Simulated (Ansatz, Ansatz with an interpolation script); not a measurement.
## Settings in Wannier-interpolated G0W0: WSe2 (P6_3/mmc)

Wanted: errors and cost of interpolated bands of WSe2 (P6_3/mmc) under coarser or faulty settings.

Method: maximally localised Wannier functions, LDA, plane waves, PAW; PAW set soft_1, in Ansatz 0.2.0.

The database entry behind the starting cell differs from later determinations by our own check (a about 0.2 % long), so it need not match the best structure at ambient conditions.

### Step 1. The structure

Symmetry: P6_3/mmc, No. 194, hexagonal system. The conventional cell has a = 3.290 Å, b = 3.290 Å, c = 12.970 Å, α = 90.00°, β = 90.00°, γ = 120.00°. Nearest to W lie 6 Se at 2.53 Å. Nearest to Se lie 3 W at 2.53 Å. Farther neighbours and most contacts between anions are not listed.

As a file:

```cif
data_structure
_symmetry_space_group_name_H-M 'P 1'
_symmetry_Int_Tables_number 1
_cell_length_a 3.2900
_cell_length_b 3.2900
_cell_length_c 12.9700
_cell_angle_alpha 90.000
_cell_angle_beta 90.000
_cell_angle_gamma 120.000
_cell_volume 121.58
loop_
_atom_site_label
_atom_site_type_symbol
_atom_site_fract_x
_atom_site_fract_y
_atom_site_fract_z
_atom_site_occupancy
W1 W 0.33333 0.66667 0.25000 1
W2 W 0.66667 0.33333 0.75000 1
Se3 Se 0.33333 0.66667 0.62100 1
Se4 Se 0.66667 0.33333 0.12100 1
Se5 Se 0.33333 0.66667 0.87900 1
Se6 Se 0.66667 0.33333 0.37900 1
```

The cell and positions come from the Crystallography Open Database and are kept as given unless a step says otherwise. Spin-orbit coupling is left out unless a step names it.

### Step 2. Wannier model on 12×12×4

Localised functions give a small Hamiltonian that interpolates between mesh points at no cost.

input.yaml

```yaml
crystal:
  lattice:
    - [3.29, 0.0, 0.0]
    - [-1.645, 2.84922358, 0.0]
    - [0.0, 0.0, 12.97]
  atoms:
    - { symbol: W, position: [0.33333333, 0.66666667, 0.25] }
    - { symbol: W, position: [0.66666667, 0.33333333, 0.75] }
    - { symbol: Se, position: [0.33333333, 0.66666667, 0.621] }
    - { symbol: Se, position: [0.66666667, 0.33333333, 0.121] }
    - { symbol: Se, position: [0.33333333, 0.66666667, 0.879] }
    - { symbol: Se, position: [0.66666667, 0.33333333, 0.379] }
kpoints:
  mp_grid: { grid: [6, 6, 2] }
hamiltonian:
  xc: lda
  pseudopotentials: { kind: paw, azcp: { folder: soft_1 }, xc_functional: pbe }
scf:
  occupations: { method: fixed }
  n_extra_bands: 64
output:
  wannier:
    kmesh: [12, 12, 4]
    projections: [{ species: Se, l: p, shell: 4 }, { species: W, l: d, shell: 5 }]
    minimise: true
    write_hr: true
    seedname: w
    conv_tol: 1.0e-06
    max_iter: 20000
    stability_check: false
    disentanglement:
      window: [4.96, 18.08]
      frozen_window: [4.96, 14.96]
      conv_tol: 1.0e-08
```

Started as:

```
ansatz run input.yaml --threads 3 --pin off --max-ram 92160MiB --backend cuda --events-out ev --progress --plain --runs-dir out --devices 1 --max-vram 13GiB
```

Numbers of over 12 decimals in the logs are rounded to 6 here.

Log:

```text
scf.n_extra_bands = 64 over 46 filled bands (N_el = 92.0): the run solves 110 bands
GPUs: using 1 of 1 available (devices: 1).
Engine: ansatz 0.2.0, x86_64-unknown-linux-gnu
Pseudopotentials: kind: paw
Pseudopotential: W, paw, valence charge 14, recommended cutoff 420 eV (normal), soft_1/W.paw.azcp
Pseudopotential: Se, paw, valence charge 16, recommended cutoff 420 eV (normal), soft_1/Se.paw.azcp
Functional definition: SPW92
  exchange = slater_x
  correlation = pw_c
device memory: the entry about to start is reckoned to put 4.3 GiB on a device that reports 54.6 GiB free (of which the cap on the GPU budget leaves the run 13.0 GiB)
GPU FFT provider: cuFFT
GPU libraries: cuBLAS 13.8.2, cuFFT 12.4.0, cuSOLVER 12.3.4
Crystal: 6 atoms, lattice volume = 121.580 Å³
Basis set: ecut = 420 eV, 2419 PW (Γ)
Bands: 110, of which v1, the nominal top of the filled ones, is band 46 counted from 1 (45 counted from 0)
Symmetry: 24 space group operations
Space group: P63/mmc (ITA 194), of the structure as read, at distance tolerance 5.0e-5 Å
k-points: 14 of 72
Non-local potential: W, projectors of the file, l = 0: 3, l = 1: 2, l = 2: 2, l = 3: 1
Non-local potential: Se, projectors of the file, l = 0: 2, l = 1: 2, l = 2: 3, l = 3: 1
PAW form: soft (Blöchl's): semilocal exchange-correlation on the pseudo side does not see the compensation charge
PAW frozen core: W, regenerated for the run's functional, and the local potential with it (the file was generated under x = pbe(κ = 0.804, μ = 0.219515), c = pbe(β = 0.066725))
PAW frozen core: Se, regenerated for the run's functional, and the local potential with it (the file was generated under x = pbe(κ = 0.804, μ = 0.219515), c = pbe(β = 0.066725))
PAW one-centre angular grid: W, 590 points (default); XC on 64 Gauss nodes
PAW one-centre angular grid: Se, 590 points (default); XC on 64 Gauss nodes
Initial density: superposition of atomic densities (chi_scale 0.1, normalization cell, long waves kept (reshape's long-wave potential 0.04 eV rms))
Initial wavefunctions: pseudopotential atomic-orbital guess
GPU buffer pool allocated for 51840 grid points (all kernels)
GPU transforms: local potential and band sums: pruned to the plane-wave sphere, on 24×24×90
Functional: x = slater, c = lda
SCF iter   1: F=—  HF=-41799.219369 eV  |F-HF|=—  |Δ(HF+E_count)|=         —  Δρ=3.59e-2  dr2=5.86e0  ethr=3.10e-3  ⟨swp⟩=4.1  Hψ=5300  notcnv=0  defer=795
preconditioner: auto → Resta (q_TF=auto, 2.604 Å⁻¹)  ε∞=1.8  [insulator: Δε(μ)=0.849 eV  Ē_g=22.910 eV  n_scr=40 (ndim 8)  ℏωp=20.2 eV  f_vac=0.022  ε∞_Penn≈1.8]
SCF iter   2: F=—  HF=-41798.799081 eV  |F-HF|=—  |Δ(HF+E_count)|=   4.20e-1  Δρ=3.80e-2  dr2=4.74e0  ethr=3.10e-3  ⟨swp⟩=1.9  Hψ=1823  notcnv=0  defer=848
[...]
E_nonlocal   = -1439.520189
  E_hartree    = 6293.857012
  E_xc         = -872.393657
  E_vxc        = -827.472280  (∫ρ·V_xc dr)
  E_paw        = -24832.269488  (= ΣΔE_a)
  E_vpaw       = -1112.033335  (= ΣTr[D̂ρ^β])
  E_aug_tail   = -0.001191  (compensation charges beyond the density's cutoff)
  E_ewald      = -9994.845455
  E_core_change = 9.435938  (= ΣΔE_core)
  E_smearing   = -0.000000  (= −TS)
  E_closure    = -0.000000  (closes the sum)
  Σ components = -41798.028324   (vs F -41798.028324, Δ=0.00e0)
--- Band table (eV; the first three rows and the last of 14) ---
  k-point 0: bands = [... 42 lower, 10.7414, 11.1127, 11.2145, 12.2391, 14.8667, 14.8667, 14.9178, 14.9178, ... 60 higher]
  k-point 1: bands = [... 42 lower, 10.7140, 10.7140, 12.0290, 12.0290, 14.8726, 14.8726, 14.8726, 14.8726, ... 60 higher]
  k-point 2: bands = [... 42 lower, 10.4155, 11.1428, 11.2307, 11.5688, 13.8427, 14.3751, 14.4869, 14.5503, ... 60 higher]
  k-point 13: bands = [... 42 lower, 9.5278, 9.5278, 11.8858, 11.8858, 13.5401, 13.5401, 14.6160, 14.6160, ... 60 higher]
Wannier search: line search 1 of at most 20000: gauge-dependent spread (as the search counts it) 4.1714898 Å², largest recent change 2.4e-1 Å² against conv_tol 1.0e-6 Å², 0 stops escaped
Wannier search: line search 100 of at most 20000: gauge-dependent spread (as the search counts it) 3.5955702 Å², largest recent change 8.2e-6 Å² against conv_tol 1.0e-6 Å², 0 stops escaped
Wannier search: line search 200 of at most 20000: gauge-dependent spread (as the search counts it) 3.5947486 Å², largest recent change 9.8e-6 Å² against conv_tol 1.0e-6 Å², 0 stops escaped
Wannier search: line search 300 of at most 20000: gauge-dependent spread (as the search counts it) 3.5939610 Å², largest recent change 8.3e-6 Å² against conv_tol 1.0e-6 Å², 0 stops escaped
Wannier search: line search 400 of at most 20000: gauge-dependent spread (as the search counts it) 3.5932025 Å², largest recent change 7.4e-6 Å² against conv_tol 1.0e-6 Å², 0 stops escaped
Wannier search: line search 500 of at most 20000: gauge-dependent spread (as the search counts it) 3.5924691 Å², largest recent change 8.6e-6 Å² against conv_tol 1.0e-6 Å², 0 stops escaped
Wannier search: line search 600 of at most 20000: gauge-dependent spread (as the search counts it) 3.5917754 Å², largest recent change 7.3e-6 Å² against conv_tol 1.0e-6 Å², 0 stops escaped
Wannier search: line search 700 of at most 20000: gauge-dependent spread (as the search counts it) 3.5911171 Å², largest recent change 6.5e-6 Å² against conv_tol 1.0e-6 Å², 0 stops escaped
[...]
Wannier search: line search 2400 of at most 20000: gauge-dependent spread (as the search counts it) 3.5849689 Å², largest recent change 1.7e-6 Å² against conv_tol 1.0e-6 Å², 0 stops escaped
Wannier search: line search 2500 of at most 20000: gauge-dependent spread (as the search counts it) 3.5848253 Å², largest recent change 1.4e-6 Å² against conv_tol 1.0e-6 Å², 0 stops escaped
Wannier search: line search 2600 of at most 20000: gauge-dependent spread (as the search counts it) 3.5846942 Å², largest recent change 1.5e-6 Å² against conv_tol 1.0e-6 Å², 0 stops escaped
Wannier search: line search 2700 of at most 20000: gauge-dependent spread (as the search counts it) 3.5845769 Å², largest recent change 1.3e-6 Å² against conv_tol 1.0e-6 Å², 0 stops escaped
[key lines of the parts left out:]
SCF converged after 8 iterations
Free energy (F): -41798.028324 eV
Fermi energy:    12.239090 eV
```

Run time: 75 s. Hardware: 1 × NVIDIA H100 80GB HBM3 (shared by 6 runs) with 3 threads of AMD EPYC 7R13 (Zen 3), shared host; peak memory 2 GiB.

Numbers from this step:

```
gauge-invariant spread     : 46.07 Å²
diagonal spread            : 0.1100 Å²
off-diagonal spread        : 3.475 Å²
total spread               : 49.65 Å²
least projectability       : 0.5153
localisation steps         : 2762
disentanglement steps      : 33
r.m.s. interpolation error : 7.45e-4 eV
r.m.s. error near the gap  : 0.001037 eV
```

Near the gap the model misses directly solved bands by 1.0 meV r.m.s. and by 9 meV at most in the window tested. This tests the starting bands, not the corrections carried with them.

### Step 3. Wannier model on 6×6×2

input.yaml: that of step 2 with these lines changed.

```diff
@@ -22,3 +22,3 @@
   wannier:
-    kmesh: [12, 12, 4]
+    kmesh: [6, 6, 2]
     projections: [{ species: Se, l: p, shell: 4 }, { species: W, l: d, shell: 5 }]
```

Log:

```text
[...]
GPUs: using 1 of 1 available (devices: 1).
[...]
GPU FFT provider: cuFFT
GPU libraries: cuBLAS 13.8.2, cuFFT 12.4.0, cuSOLVER 12.3.4
Crystal: 6 atoms, lattice volume = 121.580 Å³
Basis set: ecut = 420 eV, 2419 PW (Γ)
Bands: 110, of which v1, the nominal top of the filled ones, is band 46 counted from 1 (45 counted from 0)
Symmetry: 24 space group operations
[...]
k-points: 14 of 72
[...]
GPU buffer pool allocated for 51840 grid points (all kernels)
[...]
SCF iter   1: F=—  HF=-41799.219369 eV  |F-HF|=—  |Δ(HF+E_count)|=         —  Δρ=3.59e-2  dr2=5.86e0  ethr=3.10e-3  ⟨swp⟩=4.1  Hψ=5300  notcnv=0  defer=795
[...]
SCF iter   8: F=-41798.028324 eV  HF=-41798.028324 eV  |F-HF|=1.92e-8  |Δ(HF+E_count)|=   2.26e-7  Δρ=6.59e-6  dr2=4.17e-8  ethr=1.09e-10  ⟨swp⟩=11.9  Hψ=10741  notcnv=0
SCF 1 converged in 8 iterations: F = -41798.028324 eV  dr2 = 4.17e-8
[...]
NSCF: frozen V_eff on 14 k-points
[...]
SCF converged after 8 iterations
Free energy (F): -41798.028324 eV
[...]
Internal energy: -41798.028324 eV  (E = F + TS)
E sigma→0 (E₀):  -41798.028324 eV
Fermi energy:    12.239090 eV
[...]
--- Band table (eV; the first three rows and the last of 14) ---
  k-point 0: bands = [... 42 lower, 10.7414, 11.1127, 11.2145, 12.2391, 14.8667, 14.8667, 14.9178, 14.9178, ... 60 higher]
  k-point 1: bands = [... 42 lower, 10.7140, 10.7140, 12.0290, 12.0290, 14.8726, 14.8726, 14.8726, 14.8726, ... 60 higher]
  k-point 2: bands = [... 42 lower, 10.4155, 11.1428, 11.2307, 11.5688, 13.8427, 14.3751, 14.4869, 14.5503, ... 60 higher]
  k-point 13: bands = [... 42 lower, 9.5278, 9.5278, 11.8858, 11.8858, 13.5401, 13.5401, 14.6160, 14.6160, ... 60 higher]
[...]
WARN: <dir> 64 periodic images of 64 elements of H(R) lie 4.88e-4 to 1.95e-3 Å beyond their element's nearest image, near the 9.77e-4 Å window within which an element is shared among its images; whether they share it moves the interpolated H(k) by 6.1e-3 eV (Frobenius norm, root mean square over the Brillouin zone); at the model's own mesh points H(k) does not change
```

Elapsed: 16 s, on 1 × NVIDIA H100 80GB HBM3 (shared by 6 runs) with 3 threads; peak memory 1.1 GiB.

This step gave:

- gauge-invariant spread: 42.24 Å²
- diagonal spread: 0.09148 Å²
- off-diagonal spread: 3.572 Å²
- total spread: 45.90 Å²
- least projectability: 0.5153
- localisation steps: 1776
- disentanglement steps: 12
- r.m.s. interpolation error: 0.01027 eV
- r.m.s. error near the gap: 0.01325 eV

Near the gap the model misses directly solved bands by 13.3 meV r.m.s. and by 84 meV at most in the window tested. This tests the starting bands, not the corrections carried with them.

Frozen up to 2.72 eV; above it the model need not follow the bands. Electronic bands along the path, in eV, zero at the valence-band top; v1 is the highest filled band, c1 the lowest empty one:

```
    point     v4     v3     v2     v1    c1    c2    c3    c4
        Γ  -1.50  -1.13  -1.02   0.00  2.63  2.63  2.68  2.68
  halfway  -1.84  -1.49  -1.36  -1.22  1.21  1.99  2.21  2.22
        M  -1.40  -1.33  -1.25  -1.08  2.09  2.13  2.26  2.62
  halfway  -2.63  -2.22  -0.83  -0.56  1.81  1.91  2.51  2.55
        K  -2.52  -2.52  -0.46  -0.21  1.30  1.30  1.83  3.08
  halfway  -1.66  -1.45  -1.14  -1.10  0.92  1.84  1.98  2.00
        Γ  -1.50  -1.13  -1.02   0.00  2.63  2.63  2.68  2.68
  halfway  -1.51  -1.51  -0.54  -0.05  2.63  2.63  2.65  2.65
        A  -1.53  -1.53  -0.21  -0.21  2.63  2.63  2.63  2.63
  halfway  -1.88  -1.88  -1.23  -1.23  1.64  1.64  2.09  2.09
        L  -1.31  -1.31  -1.21  -1.21  2.11  2.11  2.47  2.47
  halfway  -2.51  -2.51  -0.69  -0.69  1.87  1.87  2.55  2.55
        H  -2.71  -2.71  -0.35  -0.35  1.30  1.30  2.38  2.38
  halfway  -1.63  -1.63  -1.12  -1.12  1.32  1.32  2.11  2.11
        A  -1.53  -1.53  -0.21  -0.21  2.63  2.63  2.63  2.63
jump to L  -1.31  -1.31  -1.21  -1.21  2.11  2.11  2.47  2.47
  halfway  -1.37  -1.29  -1.27  -1.12  2.10  2.13  2.33  2.58
        M  -1.40  -1.33  -1.25  -1.08  2.09  2.13  2.26  2.62
jump to H  -2.71  -2.71  -0.35  -0.35  1.30  1.30  2.38  2.38
  halfway  -2.60  -2.60  -0.43  -0.26  1.30  1.30  1.97  2.86
        K  -2.52  -2.52  -0.46  -0.21  1.30  1.30  1.83  3.08
```

The same for Kohn-Sham, solved directly:

```csv
point,v4,v3,v2,v1,c1,c2,c3,c4
Γ,-1.50,-1.13,-1.02,0.00,2.63,2.63,2.68,2.68
M,-1.40,-1.33,-1.25,-1.08,2.09,2.13,2.26,2.62
K,-2.52,-2.52,-0.46,-0.21,1.30,1.30,1.83,3.04
Γ,-1.50,-1.13,-1.02,0.00,2.63,2.63,2.68,2.68
A,-1.53,-1.53,-0.21,-0.21,2.63,2.63,2.63,2.63
L,-1.31,-1.31,-1.21,-1.21,2.11,2.11,2.47,2.47
H,-2.71,-2.71,-0.35,-0.35,1.30,1.30,2.38,2.38
A,-1.53,-1.53,-0.21,-0.21,2.63,2.63,2.63,2.63
L,-1.31,-1.31,-1.21,-1.21,2.11,2.11,2.47,2.47
M,-1.40,-1.33,-1.25,-1.08,2.09,2.13,2.26,2.62
H,-2.71,-2.71,-0.35,-0.35,1.30,1.30,2.38,2.38
K,-2.52,-2.52,-0.46,-0.21,1.30,1.30,1.83,3.04
```

### Step 4. A faulty Wannier input

input.yaml: that of step 3 with these lines changed.

```diff
@@ -30,5 +30,2 @@
     stability_check: false
-    disentanglement:
-      window: [4.96, 18.08]
-      frozen_window: [4.96, 14.96]
-      conv_tol: 1.0e-08
+    disentanglement: { window: [4.96, 18.08] }
```

Log:

```text
[...]
GPUs: using 1 of 1 available (devices: 1).
[...]
GPU FFT provider: cuFFT
GPU libraries: cuBLAS 13.8.2, cuFFT 12.4.0, cuSOLVER 12.3.4
Crystal: 6 atoms, lattice volume = 121.580 Å³
Basis set: ecut = 420 eV, 2419 PW (Γ)
Bands: 110, of which v1, the nominal top of the filled ones, is band 46 counted from 1 (45 counted from 0)
Symmetry: 24 space group operations
[...]
k-points: 14 of 72
[...]
GPU buffer pool allocated for 51840 grid points (all kernels)
[...]
SCF iter   1: F=—  HF=-41799.219369 eV  |F-HF|=—  |Δ(HF+E_count)|=         —  Δρ=3.59e-2  dr2=5.86e0  ethr=3.10e-3  ⟨swp⟩=4.1  Hψ=5300  notcnv=0  defer=795
[...]
SCF iter   8: F=-41798.028324 eV  HF=-41798.028324 eV  |F-HF|=1.92e-8  |Δ(HF+E_count)|=   2.26e-7  Δρ=6.59e-6  dr2=4.17e-8  ethr=1.09e-10  ⟨swp⟩=11.9  Hψ=10741  notcnv=0
SCF 1 converged in 8 iterations: F = -41798.028324 eV  dr2 = 4.17e-8
[...]
SCF converged after 8 iterations
Free energy (F): -41798.028324 eV
[...]
Internal energy: -41798.028324 eV  (E = F + TS)
E sigma→0 (E₀):  -41798.028324 eV
Fermi energy:    12.239090 eV
[...]
--- Band table (eV; the first three rows and the last of 14) ---
  k-point 0: bands = [... 42 lower, 10.7414, 11.1127, 11.2145, 12.2391, 14.8667, 14.8667, 14.9178, 14.9178, ... 60 higher]
  k-point 1: bands = [... 42 lower, 10.7140, 10.7140, 12.0290, 12.0290, 14.8726, 14.8726, 14.8726, 14.8726, ... 60 higher]
  k-point 2: bands = [... 42 lower, 10.4155, 11.1428, 11.2307, 11.5688, 13.8427, 14.3751, 14.4869, 14.5503, ... 60 higher]
  k-point 13: bands = [... 42 lower, 9.5278, 9.5278, 11.8858, 11.8858, 13.5401, 13.5401, 14.6160, 14.6160, ... 60 higher]
[...]
```

Wall time 23 s (1 × NVIDIA H100 80GB HBM3 (shared by 6 runs) with 3 threads); peak memory 1.1 GiB.

This step gave:

```
gauge-invariant spread     : 41.18 Å²
diagonal spread            : 0.06090 Å²
off-diagonal spread        : 3.135 Å²
total spread               : 44.37 Å²
least projectability       : 0.5153
localisation steps         : 3127
disentanglement steps      : 71
r.m.s. interpolation error : 0.03324 eV
r.m.s. error near the gap  : 0.02693 eV
```

No frozen window. Electronic bands along the path, in eV, zero at the valence-band top; v1 is the highest filled band, c1 the lowest empty one:

```csv
point,v4,v3,v2,v1,c1,c2,c3,c4
Γ,-1.50,-1.13,-1.02,0.04,2.63,2.63,2.68,2.68
halfway,-1.84,-1.49,-1.36,-1.22,1.20,1.96,2.22,2.23
M,-1.37,-1.33,-1.25,-1.08,2.09,2.13,2.38,2.62
halfway,-2.63,-2.22,-0.76,-0.54,1.81,1.95,2.51,2.68
K,-2.52,-2.52,-0.44,-0.21,1.33,1.33,1.83,3.08
halfway,-1.66,-1.45,-1.14,-1.10,0.92,1.84,1.98,2.00
Γ,-1.50,-1.13,-1.02,0.04,2.63,2.63,2.68,2.68
halfway,-1.51,-1.51,-0.53,-0.01,2.63,2.63,2.65,2.65
A,-1.53,-1.53,-0.19,-0.19,2.63,2.63,2.63,2.63
halfway,-1.88,-1.88,-1.23,-1.23,1.65,1.65,2.07,2.07
L,-1.31,-1.31,-1.21,-1.21,2.11,2.11,2.51,2.51
halfway,-2.50,-2.50,-0.65,-0.65,1.88,1.88,2.60,2.60
H,-2.71,-2.71,-0.35,-0.35,1.30,1.30,2.38,2.38
halfway,-1.63,-1.63,-1.12,-1.12,1.32,1.32,2.11,2.11
A,-1.53,-1.53,-0.19,-0.19,2.63,2.63,2.63,2.63
jump to L,-1.31,-1.31,-1.21,-1.21,2.11,2.11,2.51,2.51
halfway,-1.35,-1.29,-1.27,-1.12,2.10,2.13,2.42,2.59
M,-1.37,-1.33,-1.25,-1.08,2.09,2.13,2.38,2.62
jump to H,-2.71,-2.71,-0.35,-0.35,1.30,1.30,2.38,2.38
halfway,-2.60,-2.60,-0.42,-0.26,1.32,1.32,1.97,2.86
K,-2.52,-2.52,-0.44,-0.21,1.33,1.33,1.83,3.08
```

The same for Kohn-Sham, solved directly:

(Unchanged from step 3.)

The fault put into this input: nothing frozen.

### Step 5. G0W0: 6×6×2 mesh, 409 empty bands, screening to 130 eV, PAW set soft_1 files

Now the one-shot GW correction: screening in the RPA, then the self-energy of the levels asked for.

This step: G0W0 on LDA, plane waves, PAW; PAW set soft_1.

input.yaml, the sections that differ from step 4:

```yaml
scf:
  occupations: { method: fixed }
gw:
  n_empty_bands: 409
  ecut_chi: 130.0
  qp_bands: [v14, c6]
  screening: { model: contour_deformation }
# crystal, kpoints, hamiltonian: as in step 4
# output: removed
```

Log:

```text
GPUs: using 1 of 1 available (devices: 1).
[...]
GPU FFT provider: cuFFT
GPU libraries: cuBLAS 13.8.2, cuFFT 12.4.0, cuSOLVER 12.3.4
Crystal: 6 atoms, lattice volume = 121.580 Å³
Basis set: ecut = 420 eV, 2419 PW (Γ)
Bands: 56, of which v1, the nominal top of the filled ones, is band 46 counted from 1 (45 counted from 0)
Symmetry: 24 space group operations
[...]
k-points: 14 of 72
[...]
0    40     10.6866   -20.0400     1.2004   -18.7984  0.7540    10.6454    10.6454  root
[...]
13    49     14.6161   -12.4704    -4.3641   -17.2940  0.7604    15.0800    15.0756  root
    13    50     14.6161   -12.4704    -4.3641   -17.2940  0.7604    15.0800    15.0756  root
    13    51     15.4045   -14.8415    -5.0242   -20.2971  0.7069    15.8445    15.8359  root
    13    52     15.4045   -14.8415    -5.0242   -20.2971  0.7069    15.8445    15.8359  root
[key lines of the parts left out:]
SCF converged after 9 iterations
Free energy (F): -41798.028324 eV
Fermi energy:    12.239140 eV
```

Run time: 53 s. Hardware: 1 × NVIDIA H100 80GB HBM3 (shared by 6 runs) with 3 threads; peak memory 1.6 GiB.

The G0W0 gap on the mesh is 1.236 eV.

(Continued in part 2 of 2.)

[Paths, hosts, dates, memory and timing lines, banners, echoed tables and standing remarks are left out of the program output.]

[Logs are printed without paths, hosts, clocks, repeated set-up lines and the standing remarks that a program may print on its own settings, such as how far it seeks lower states.]

[Runs of the session that timed out or met a known fault of the program may be left out.]

[Hosts, paths, dates, database ids (printed as entryN), source tags and the programs' standing remarks are cut or masked in the printed files.]
